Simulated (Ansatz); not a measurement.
# Lattice dynamics of SrLiH3 (model cell, started as cubic perovskite with Sr in the octahedra)

Aim: the vibrations of SrLiH3 (model cell, started as cubic perovskite with Sr in the octahedra), their spectra, and whether the structure is stable.

Program: Ansatz 0.2.0. Level of theory: DFT PBEsol, scalar-relativistic, plane waves, PAW; PAW set soft_1. Results are calculated unless marked as measured.

The structure was built from a prototype and need not be the compound's stable phase.

### Step 1. The structure

Symmetry: Pm-3m, No. 221, cubic system. Conventional cell: a = 4.959 Å, b = 4.959 Å, c = 4.959 Å, α = 90.00°, β = 90.00°, γ = 90.00°. Nearest to Li lie 12 H at 3.51 Å. Nearest to Sr lie 6 H at 2.48 Å. Nearest to H lie 2 Sr at 2.48 Å. Farther neighbours are not listed.

Structure file:

```cif
data_structure
_symmetry_space_group_name_H-M 'P 1'
_symmetry_Int_Tables_number 1
_cell_length_a 4.9588
_cell_length_b 4.9588
_cell_length_c 4.9588
_cell_angle_alpha 90.000
_cell_angle_beta 90.000
_cell_angle_gamma 90.000
_cell_volume 121.94
loop_
_atom_site_label
_atom_site_type_symbol
_atom_site_fract_x
_atom_site_fract_y
_atom_site_fract_z
_atom_site_occupancy
Li1 Li 0.00000 0.00000 0.00000 1
Sr2 Sr 0.50000 0.50000 0.50000 1
H3 H 0.50000 0.50000 0.00000 1
H4 H 0.50000 0.00000 0.50000 1
H5 H 0.00000 0.50000 0.50000 1
```

### Step 2. Bringing the structure to rest

The cell and atoms are relaxed, since residual forces and stress would shift the frequencies.

Input file input.yaml:

```yaml
crystal:
  lattice:
    - [4.9588, 0.0, 0.0]
    - [0.0, 4.9588, 0.0]
    - [0.0, 0.0, 4.9588]
  atoms:
    - { symbol: Li, position: [0.0, 0.0, 0.0] }
    - { symbol: Sr, position: [0.5, 0.5, 0.5] }
    - { symbol: H, position: [0.5, 0.5, 0.0] }
    - { symbol: H, position: [0.5, 0.0, 0.5] }
    - { symbol: H, position: [0.0, 0.5, 0.5] }
kpoints:
  mp_grid: { grid: [6, 6, 6] }
hamiltonian:
  xc: pbesol
  pseudopotentials: { kind: paw, azcp: { folder: soft_1 }, xc_functional: pbe }
scf:
  occupations: { method: gaussian, width: 0.02 }
output:
  forces: true
  stress: true
  eigenvalues: true
  write_density: true
  write_potential: true
  elf: true
  volumetric_format: npy
relax:
  adjacent_minimum: "off"
  f_tol: 0.005
  max_steps: 80
  cell: { stress_tol: 0.05 }
```

The run is started by

```bash
ansatz run input.yaml --threads 8 --pin off --max-ram 16384MiB --backend cpu --events-out ev --progress --plain --runs-dir out
```

Numbers of over 12 decimals in the logs are rounded to 6 here.

Output:

```text
Engine: ansatz 0.2.0, x86_64-unknown-linux-gnu
Pseudopotentials: kind: paw
Pseudopotential: Li, paw, valence charge 3, recommended cutoff 420 eV (normal), soft_1/Li.paw.azcp
Pseudopotential: Sr, paw, valence charge 10, recommended cutoff 420 eV (normal), soft_1/Sr.paw.azcp
Pseudopotential: H, paw, valence charge 1, recommended cutoff 420 eV (normal), soft_1/H.paw.azcp
Functional definition: PBEsol
  exchange = pbesol_x
  correlation = pbesol_c
Crystal: 5 atoms, lattice volume = 121.935 Å³
Basis set: ecut = 420 eV, 2373 PW (Γ), exchange–correlation on 72×72×72 points (8 copies of the dense FFT grid, shifted against one another)
Bands: 13, of which v1, the nominal top of the filled ones, is band 8 counted from 1 (7 counted from 0)
Symmetry: 48 space group operations
Space group: Pm-3m (ITA 221), of the structure as read, at distance tolerance 5.0e-5 Å
k-points: 20 of 216
Non-local potential: Li, projectors of the file, l = 0: 3, l = 1: 2, l = 2: 1
Non-local potential: Sr, projectors of the file, l = 0: 3, l = 1: 2, l = 2: 2
Non-local potential: H, projectors of the file, l = 0: 2, l = 1: 1
PAW form: soft (Blöchl's): semilocal exchange-correlation on the pseudo side does not see the compensation charge
PAW frozen core: Sr, regenerated for the run's functional, and the local potential with it (the file was generated under x = pbe(κ = 0.804, μ = 0.219515), c = pbe(β = 0.066725))
PAW one-centre angular grid: Li, 110 points (default); XC on 64 Gauss nodes
PAW one-centre angular grid: Sr, 110 points (default); XC on 64 Gauss nodes
PAW one-centre angular grid: H, 110 points (default); XC on 64 Gauss nodes
Initial density: superposition of atomic densities (chi_scale 0.1, normalization cell, long waves kept (reshape's long-wave potential 0.00 eV rms))
Initial wavefunctions: pseudopotential atomic-orbital guess
Functional: x = pbesol(κ = 0.804, μ = 0.123457), c = pbesol(β = 0.046)
SCF iter   1: F=—  HF=-3743.346932 eV  |F-HF|=—  |Δ(HF+E_count)|=         —  Δρ=4.26e-2  dr2=3.76e0  ethr=3.10e-3  ⟨swp⟩=9.2  Hψ=2104  notcnv=0
preconditioner: auto → Resta (q_TF=auto, 1.945 Å⁻¹)  ε∞=2.7  [insulator: Δε(μ)=3.355 eV  Ē_g=6.253 eV  σ=0.020 eV  W_gap=1.00  n_scr=18 (ndim 8)  ℏωp=8.2 eV  f_vac=0.000  D(μ)=0.00/eV (n_scr^D=0)  ε∞_Penn≈2.7]
SCF iter   2: F=—  HF=-3742.261043 eV  |F-HF|=—  |Δ(HF+E_count)|=    1.09e0  Δρ=1.61e-2  dr2=8.20e-1  ethr=3.10e-3  ⟨swp⟩=2.6  Hψ=590  notcnv=0  defer=16
SCF iter   3: F=—  HF=-3742.021510 eV  |F-HF|=—  |Δ(HF+E_count)|=   2.40e-1  Δρ=4.15e-3  dr2=3.29e-2  ethr=3.10e-3  ⟨swp⟩=2.9  Hψ=431  notcnv=0  defer=16
SCF iter   4: F=—  HF=-3742.019923 eV  |F-HF|=—  |Δ(HF+E_count)|=   1.59e-3  Δρ=6.01e-4  dr2=1.40e-3  ethr=2.05e-4  ⟨swp⟩=2.8  Hψ=436  notcnv=0  defer=20
SCF iter   5: F=—  HF=-3742.019886 eV  |F-HF|=—  |Δ(HF+E_count)|=   3.75e-5  Δρ=1.81e-4  dr2=7.76e-5  ethr=8.76e-6  ⟨swp⟩=2.1  Hψ=381  notcnv=0  defer=20
SCF iter   6: F=—  HF=-3742.019885 eV  |F-HF|=—  |Δ(HF+E_count)|=   4.47e-7  Δρ=2.66e-5  dr2=1.31e-6  ethr=4.85e-7  ⟨swp⟩=2.1  Hψ=331  notcnv=0  defer=19
SCF iter   7: F=-3742.019886 eV  HF=-3742.019886 eV  |F-HF|=9.02e-9  |Δ(HF+E_count)|=   7.50e-7  Δρ=4.90e-6  dr2=1.68e-8  ethr=6.25e-10  ⟨swp⟩=17.3  Hψ=2373  notcnv=0
SCF 1 converged in 7 iterations: F = -3742.019886 eV  dr2 = 1.68e-8
  greatest PAW one-centre occupation: 0.999 electrons in one spin orbital (limit 2), on the Li atom at site 0 (counted from 0), in its partial waves of l = 0
relax step   1: F+E_penalty+E_count = -3742.01988582 eV  Δ(F+E_penalty+E_count) = +0.000e0 eV  max|allowed force component| = 1.643e-30 eV/Å  Δτ_max = 0.0000 Å  P = -3.385 GPa  Ω = 121.935 Å³  (7 SCF iters, dr2 threshold 1.00e-7 eV, accepted)
Crystal: 5 atoms, lattice volume = 104.958 Å³
Basis set: ecut = 420 eV, 2103 PW (Γ), exchange–correlation on 72×72×72 points (8 copies of the dense FFT grid, shifted against one another)
Initial density: handed on by an earlier stage of this run
Initial wavefunctions: those handed on with the density
iter 1 solved again at ethr=4.35e-4 eV; its pass at ethr=3.10e-3 eV (dr2=6.96e-2 eV) is discarded
SCF iter   1: F=—  HF=-3742.316792 eV  |F-HF|=—  |Δ(HF+E_count)|=         —  Δρ=6.49e-3  dr2=6.98e-2  ethr=4.35e-4  ⟨swp⟩=1.0  Hψ=2217  notcnv=0
preconditioner: auto → Resta (q_TF=auto, 1.994 Å⁻¹)  ε∞=3.4  [insulator: Δε(μ)=1.947 eV  Ē_g=5.735 eV  σ=0.020 eV  W_gap=1.00  n_scr=18 (ndim 8)  ℏωp=8.9 eV  f_vac=0.000  D(μ)=0.00/eV (n_scr^D=0)  ε∞_Penn≈3.4]
SCF iter   2: F=—  HF=-3742.300696 eV  |F-HF|=—  |Δ(HF+E_count)|=   1.61e-2  Δρ=2.65e-3  dr2=1.67e-2  ethr=4.35e-4  ⟨swp⟩=1.7  Hψ=296  notcnv=0
SCF iter   3: F=—  HF=-3742.296657 eV  |F-HF|=—  |Δ(HF+E_count)|=   4.04e-3  Δρ=5.32e-4  dr2=6.17e-4  ethr=1.04e-4  ⟨swp⟩=2.3  Hψ=418  notcnv=0
SCF iter   4: F=—  HF=-3742.296626 eV  |F-HF|=—  |Δ(HF+E_count)|=   3.09e-5  Δρ=7.55e-5  dr2=1.19e-5  ethr=3.85e-6  ⟨swp⟩=2.0  Hψ=398  notcnv=0
SCF iter   5: F=—  HF=-3742.296630 eV  |F-HF|=—  |Δ(HF+E_count)|=   3.85e-6  Δρ=2.27e-5  dr2=7.43e-7  ethr=7.42e-8  ⟨swp⟩=2.7  Hψ=384  notcnv=0
SCF iter   6: F=-3742.296630 eV  HF=-3742.296630 eV  |F-HF|=3.07e-9  |Δ(HF+E_count)|=   5.24e-7  Δρ=5.21e-6  dr2=2.36e-8  ethr=3.12e-9  ⟨swp⟩=12.1  Hψ=2105  notcnv=0
SCF 2 converged in 6 iterations: F = -3742.296630 eV  dr2 = 2.36e-8
relax step   2: F+E_penalty+E_count = -3742.29663047 eV  Δ(F+E_penalty+E_count) = -2.767e-1 eV  max|allowed force component| = 5.616e-30 eV/Å  Δτ_max = 0.0000 Å  P = -1.531 GPa  Ω = 104.958 Å³  energy of the carried Pulay correction = +3.441e-3 eV  (6 SCF iters, dr2 threshold 5.00e-7 eV, accepted)
Crystal: 5 atoms, lattice volume = 94.168 Å³
Basis set: ecut = 420 eV, 1839 PW (Γ), exchange–correlation on 72×72×72 points (8 copies of the dense FFT grid, shifted against one another)
iter 1 solved again at ethr=2.50e-4 eV; its pass at ethr=3.10e-3 eV (dr2=4.00e-2 eV) is discarded
SCF iter   1: F=—  HF=-3742.345576 eV  |F-HF|=—  |Δ(HF+E_count)|=         —  Δρ=5.35e-3  dr2=4.00e-2  ethr=2.50e-4  ⟨swp⟩=1.1  Hψ=2144  notcnv=0
preconditioner: auto → Resta (q_TF=auto, 2.030 Å⁻¹)  ε∞=3.5  [insulator: Δε(μ)=1.735 eV  Ē_g=5.964 eV  σ=0.020 eV  W_gap=1.00  n_scr=18 (ndim 8)  ℏωp=9.4 eV  f_vac=0.000  D(μ)=0.00/eV (n_scr^D=0)  ε∞_Penn≈3.5]
SCF iter   2: F=—  HF=-3742.336169 eV  |F-HF|=—  |Δ(HF+E_count)|=   9.41e-3  Δρ=2.19e-3  dr2=9.34e-3  ethr=2.50e-4  ⟨swp⟩=1.9  Hψ=306  notcnv=0
SCF iter   3: F=—  HF=-3742.333796 eV  |F-HF|=—  |Δ(HF+E_count)|=   2.37e-3  Δρ=4.16e-4  dr2=2.95e-4  ethr=5.84e-5  ⟨swp⟩=2.0  Hψ=412  notcnv=0
SCF iter   4: F=—  HF=-3742.333770 eV  |F-HF|=—  |Δ(HF+E_count)|=   2.59e-5  Δρ=5.93e-5  dr2=5.62e-6  ethr=1.84e-6  ⟨swp⟩=2.0  Hψ=328  notcnv=0
SCF iter   5: F=-3742.333773 eV  HF=-3742.333773 eV  |F-HF|=1.51e-7  |Δ(HF+E_count)|=   2.46e-6  Δρ=1.80e-5  dr2=3.33e-7  ethr=3.12e-9  ⟨swp⟩=13.9  Hψ=2338  notcnv=0
SCF 3 converged in 5 iterations: F = -3742.333773 eV  dr2 = 3.33e-7
relax step   3: F+E_penalty+E_count = -3742.33377308 eV  Δ(F+E_penalty+E_count) = -3.714e-2 eV  max|allowed force component| = 3.316e-30 eV/Å  Δτ_max = 0.0000 Å  P = +0.689 GPa  Ω = 94.168 Å³  energy of the carried Pulay correction = +5.910e-3 eV  (5 SCF iters, dr2 threshold 5.00e-7 eV, accepted)
[...]
relax step   4: F+E_penalty+E_count = -3742.33893493 eV  Δ(F+E_penalty+E_count) = -5.162e-3 eV  max|allowed force component| = 1.341e-29 eV/Å  Δτ_max = 0.0000 Å  P = -0.039 GPa  Ω = 97.139 Å³  energy of the carried Pulay correction = +5.205e-3 eV  (5 SCF iters, dr2 threshold 5.00e-7 eV, accepted)
[...]
relax step   5: F+E_penalty+E_count = -3742.33605288 eV  Δ(F+E_penalty+E_count) = +2.882e-3 eV  max|allowed force component| = 1.335e-29 eV/Å  Δτ_max = 0.0000 Å  P = -0.069 GPa  Ω = 97.139 Å³  stress off target by 6.86e-2 GPa  SCF on the basis re-selected at this cell (its energy is not comparable with the rows above)  (5 SCF iters)
[...]
relax step   6: F+E_penalty+E_count = -3742.33618927 eV  Δ(F+E_penalty+E_count) = -1.364e-4 eV  max|allowed force component| = 6.416e-30 eV/Å  Δτ_max = 0.0000 Å  P = -0.002 GPa  Ω = 96.851 Å³  energy of the carried Pulay correction = +7.260e-5 eV  (4 SCF iters, dr2 threshold 1.17e-8 eV, accepted)
iter 1 solved again at ethr=4.16e-7 eV; its pass at ethr=3.10e-3 eV (dr2=6.66e-5 eV) is discarded
SCF iter   1: F=—  HF=-3742.336145 eV  |F-HF|=—  |Δ(HF+E_count)|=         —  Δρ=4.63e-6  dr2=5.80e-9  ethr=4.16e-7  ⟨swp⟩=3.5  Hψ=2821  notcnv=0
eigensolver tolerance schedule: the retry pair's looser diagonalisation over-reported the residual by 11480.59 of it (diagonalisation noise at an unbounded share of the residual, at the tolerance the schedule requests for it); recorded, not acted on — ethr = c·dr2/N_el stays at c = 1.0e-1
preconditioner: auto → Resta (q_TF=auto, 2.021 Å⁻¹)  ε∞=3.5  [insulator: Δε(μ)=1.663 eV  Ē_g=5.819 eV  σ=0.020 eV  W_gap=1.00  n_scr=18 (ndim 8)  ℏωp=9.2 eV  f_vac=0.000  D(μ)=0.00/eV (n_scr^D=0)  ε∞_Penn≈3.5]
SCF iter   2: F=—  HF=-3742.336116 eV  |F-HF|=—  |Δ(HF+E_count)|=   2.83e-5  Δρ=2.77e-6  dr2=3.25e-9  ethr=3.63e-11  ⟨swp⟩=4.2  Hψ=646  notcnv=0
SCF iter   3: F=—  HF=-3742.336116 eV  |F-HF|=—  |Δ(HF+E_count)|=   5.26e-9  Δρ=5.59e-7  dr2=3.20e-10  ethr=2.03e-11  ⟨swp⟩=2.0  Hψ=320  notcnv=0
SCF iter   4: F=-3742.336116 eV  HF=-3742.336116 eV  |F-HF|=2.27e-11  |Δ(HF+E_count)|=  6.00e-11  Δρ=2.50e-7  dr2=3.96e-11  ethr=1.00e-12  ⟨swp⟩=5.4  Hψ=1337  notcnv=0
SCF 7 converged in 4 iterations: F = -3742.336116 eV  dr2 = 3.96e-11
relax step   7: F+E_penalty+E_count = -3742.33611629 eV  Δ(F+E_penalty+E_count) = +7.297e-5 eV  max|allowed force component| = 9.857e-30 eV/Å  Δτ_max = 0.0000 Å  P = -0.003 GPa  Ω = 96.851 Å³  stress off target by 2.69e-3 GPa  SCF on the basis re-selected at this cell (its energy is not comparable with the rows above)  (4 SCF iters)
basis re-selected at this cell: Δ(F+E_penalty+E_count) = +7.297e-5 eV, ΔP = -0.000 GPa vs the last step (what re-selecting the basis moved, of the pressure what is left beyond the Pulay correction that the steps carried, after the strain that the cell walked since its last selection, with what the two solves' SCF thresholds leave and, on support functions, any second-order correction that the steps lacked; it is no m [...]
SCF converged after 4 iterations
Free energy (F): -3742.336116 eV
Harris-Foulkes:  -3742.336116 eV  (|F-HF|=2.27e-11)
Internal energy: -3742.336116 eV  (E = F + TS)
E sigma→0 (E₀):  -3742.336116 eV
Fermi energy:    1.569610 eV
--- Per-component energies (eV) ---
  E_band       = -243.461776
  E_kinetic    = 286.947678
  E_local      = -1053.220005  (includes V_loc(G=0)·N_el)
  E_nonlocal   = 216.412732
  E_hartree    = 283.490199
  E_xc         = -207.372468
  E_vxc        = -199.048712  (∫ρ·V_xc dr)
  E_paw        = -2664.141170  (= ΣΔE_a)
  E_vpaw       = -61.531430  (= ΣTr[D̂ρ^β])
  E_aug_tail   = -0.002412  (compensation charges beyond the density's cutoff)
  E_ewald      = -604.585018
  E_core_change = 0.134348  (= ΣΔE_core)
  E_smearing   = -0.000000  (= −TS)
  E_closure    = -0.000000  (closes the sum)
  Σ components = -3742.336116   (vs F -3742.336116, Δ=0.00e0)
--- Forces (eV/Å), atoms counted from 1 ---
  atom   1  Li    -0.00000000     0.00000000     0.00000000
  atom   2  Sr    -0.00000000    -0.00000000     0.00000000
  atom   3  H     -0.00000000     0.00000000     0.00000000
  atom   4  H      0.00000000    -0.00000000    -0.00000000
  atom   5  H     -0.00000000    -0.00000000     0.00000000
  max |Σ_I F_I| component: 1.48e-29 eV/Å
--- Stress (GPa, compression-positive) ---
       -0.002689      -0.000000       0.000000
       -0.000000      -0.002689       0.000000
        0.000000       0.000000      -0.002689
  P = ⅓ Tr σ = -0.0027 GPa (-0.027 kbar)
--- Band table (eV; the first three rows and the last of 20) ---
  k-point 0: bands = [... 4 lower, -14.1249, -2.5123, -0.2673, -0.2673, 5.8806, 5.8806, 5.8806, 6.0263, ... 1 higher]
  k-point 1: bands = [... 4 lower, -14.1235, -2.3263, -0.2323, -0.1994, 4.9848, 5.7059, 5.7059, 6.7708, ... 1 higher]
  k-point 2: bands = [... 4 lower, -14.1207, -1.9012, -0.1598, -0.1398, 4.5490, 5.4082, 5.4082, 6.9952, ... 1 higher]
  k-point 19: bands = [... 4 lower, -14.2345, 0.7381, 0.7381, 0.7381, 3.0032, 3.0032, 3.0032, 5.1840, ... 1 higher]
--- Relaxed structure (5 steps of the walk, 5 accepted, 2 SCFs on fresh bases) ---
  F+E_penalty+E_count = -3742.33611629 eV   max|allowed force component| = 9.857e-30 eV/Å   (the final SCF, on the basis selected at the relaxed cell)
  cell:  # Å, volume = 96.8513 Å³
    - [4.592352, 0, 0]
    - [0, 4.592352, 0]
    - [0, 0, 4.592352]
  atoms:
    - { symbol: Li, position: [0, 0, 0] }
    - { symbol: Sr, position: [0.500000, 0.500000, 0.500000] }
    - { symbol: H, position: [0.500000, 0.500000, 0] }
    - { symbol: H, position: [0.500000, 0, 0.500000] }
    - { symbol: H, position: [0, 0.500000, 0.500000] }
```

Run time: 3.1 s. Hardware: 8 threads of Intel Xeon at 2.60GHz (Ice Lake), shared host; peak memory 0.51 GiB.

Step by step:

```
step  energy less that of the first step (eV)  largest force component (eV/Å)  pressure (GPa)  volume (Å³)
   1                                   0.0000                          0.0000           -3.38       121.94
   2                                  -0.2767                          0.0000           -1.53       104.96
   3                                  -0.3139                          0.0000            0.69        94.17
   4                                  -0.3190                          0.0000           -0.04        97.14
  5*                                  -0.3162                          0.0000           -0.07        97.14
   6                                  -0.3163                          0.0000            0.00        96.85
  7*                                  -0.3162                          0.0000            0.00        96.85
```

Relaxation steps marked * repeat the geometry before them on a plane-wave basis chosen anew for their cell, so energy and pressure can jump there.

Forces are held to the 48 operations that the run works with; a distortion that breaks them can't arise in this run.

```
conventional cell, symmetrised  before  after   change
                         a (Å)   4.959  4.592   -7.4 %
                         b (Å)   4.959  4.592   -7.4 %
                         c (Å)   4.959  4.592   -7.4 %
              volume (Å³/atom)   24.39  19.37  -20.6 %
```

The relaxed structure:

```
Li Sr H
1.0
     4.59235    0.00000    0.00000
     0.00000    4.59235    0.00000
     0.00000    0.00000    4.59235
Li Sr H
1 1 3
Direct
  0.00000 0.00000 0.00000
  0.50000 0.50000 0.50000
  0.50000 0.50000 0.00000
  0.50000 0.00000 0.50000
  0.00000 0.50000 0.50000
```

Numbers from this step:

```
pressure           : -0.002689 GPa
gap on the k-mesh  : 1.663 eV
volume per atom    : 19.37 Å³
direct gap on mesh : 2.117 eV
```

ELF in the ac plane at fractional y = 0.500, with atoms of Sr and H within 0.2 Å of it. It is the smooth field of the valence electrons, not physical close to the nuclei.

Ten even steps from '_' (0.38 × 1e-1) to '@' (9.99 × 1e-1), each cell a mean:
```
____..++@@@@@@@@@@@@%%--____
..____..==**######**--______
++--______..::::..______..==
@@%%::____--++**++::____++%%
@@@@++__==##%%%%%%##::..##@@
@@@@**..**%%==--**%%==::%%@@
@@@@**::**%%--..++%%++::%%@@
@@@@++..++%%##**####--..%%@@
@@@@==__::**##%%##==....**@@
##++..____..::::::______::**
::..____::--==++==--..____::
______==##@@@@@@@@@@**::____
____..**@@@@@@@@@@@@@@==..__
```
Columns run along a (4.6 Å), rows up along c (4.6 Å). Atoms in or near the plane, at fractional coordinates: Sr at (0.50, 0.50), H at (0.50, 0.00), H at (0.00, 0.50).

Valence density in the ac plane at fractional y = 0.500, with atoms of Sr and H within 0.2 Å of it. It is the smooth field of the valence electrons, not physical close to the nuclei.

Ten even steps from '_' (0.0 e/Å³) to '@' (2.6 e/Å³), each cell a mean:
```
__________..::--..__________
____________....____________
____________________________
__________..::::..__________
..______..==##%%**::______..
--..____::##@@%%@@++..__..::
==::....--%%@@##@@**::__..--
....____::**@@@@%%==..____..
__________::==++--..________
____________....____________
____________________________
____________..::..__________
__________..--++::__________
```
Columns run along a (4.6 Å), rows up along c (4.6 Å). Atoms in or near the plane, at fractional coordinates: Sr at (0.50, 0.50), H at (0.50, 0.00), H at (0.00, 0.50).

Electrostatic potential energy in the ac plane at fractional y = 0.500, with atoms of Sr and H within 0.2 Å of it. With pseudopotentials it is smooth inside the atoms' cores, unlike the true potential.

Ten even steps from '_' (-107 eV) to '@' (6 eV), each cell a mean:
```
@@@@@@@@@@@@%%##@@@@@@@@@@@@
@@@@@@@@@@@@@@@@@@@@@@@@@@@@
@@@@@@@@@@@@@@@@@@@@@@@@@@@@
@@@@@@@@@@@@%%%%%%@@@@@@@@@@
@@@@@@@@%%##==--++%%@@@@@@@@
##@@@@@@%%==____..**%%@@@@%%
**%%@@@@%%--______++%%@@@@##
@@@@@@@@%%**..__--##@@@@@@@@
@@@@@@@@@@%%######%%@@@@@@@@
@@@@@@@@@@@@@@@@@@@@@@@@@@@@
@@@@@@@@@@@@@@@@@@@@@@@@@@@@
@@@@@@@@@@@@@@%%@@@@@@@@@@@@
@@@@@@@@@@@@##**%%@@@@@@@@@@
```
Columns run along a (4.6 Å; values clipped at the 3rd and 97th percentile), rows up along c (4.6 Å). Atoms in or near the plane, at fractional coordinates: Sr at (0.50, 0.50), H at (0.50, 0.00), H at (0.00, 0.50).

In this step the volume went from 24.39 to 19.37 Å³/atom.

### Step 3. Bringing the structure to rest

The relaxation is repeated from its end on the same settings, as a check that it has come to rest.

Changes to input.yaml since step 2:

```diff
@@ -2,5 +2,5 @@
   lattice:
-    - [4.9588, 0.0, 0.0]
-    - [0.0, 4.9588, 0.0]
-    - [0.0, 0.0, 4.9588]
+    - [4.5923518809, 0.0, 0.0]
+    - [0.0, 4.5923518809, 0.0]
+    - [0.0, 0.0, 4.5923518809]
   atoms:
```

Output:

```text
[...]
Crystal: 5 atoms, lattice volume = 96.851 Å³
Basis set: ecut = 420 eV, 1863 PW (Γ), exchange–correlation on 64×64×64 points (8 copies of the dense FFT grid, shifted against one another)
Bands: 13, of which v1, the nominal top of the filled ones, is band 8 counted from 1 (7 counted from 0)
Symmetry: 48 space group operations
[...]
k-points: 20 of 216
[...]
cell:  # Å, volume = 96.8513 Å³
    - [4.5923518809, 0.0, 0.0]
    - [0.0, 4.5923518809, 0.0]
    - [0.0, 0.0, 4.5923518809]
  atoms:
    - { symbol: Li, position: [0.0, 0.0, 0.0] }
    - { symbol: Sr, position: [0.500000, 0.500000, 0.500000] }
    - { symbol: H, position: [0.500000, 0.500000, 0.0] }
    - { symbol: H, position: [0.500000, 0.0, 0.500000] }
    - { symbol: H, position: [0.0, 0.500000, 0.500000] }
[key lines of the parts left out:]
SCF converged after 5 iterations
Free energy (F): -3742.336116 eV
Fermi energy:    1.569611 eV
P = ⅓ Tr σ = -0.0027 GPa (-0.027 kbar)
```

Elapsed: 0.96 s, on 8 threads; peak memory 0.46 GiB; 4.7 s of CPU time.

Little changed from the start: no atom moved by 0.005 Å and no cell edge by 0.1 %.

Numbers from this step:

| Property | Result |
| --- | --- |
| pressure | -0.002688 GPa |

In this step the volume went from 19.37 to 19.37 Å³/atom.

(Part 1 of 3 ends here.)

[Logs are printed without paths, hosts, clocks, repeated set-up lines and the standing remarks that a program may print on its own settings, such as how far it seeks lower states.]

[Hosts, paths, dates, database ids (printed as entryN), source tags and the programs' standing remarks are cut or masked in the printed files.]
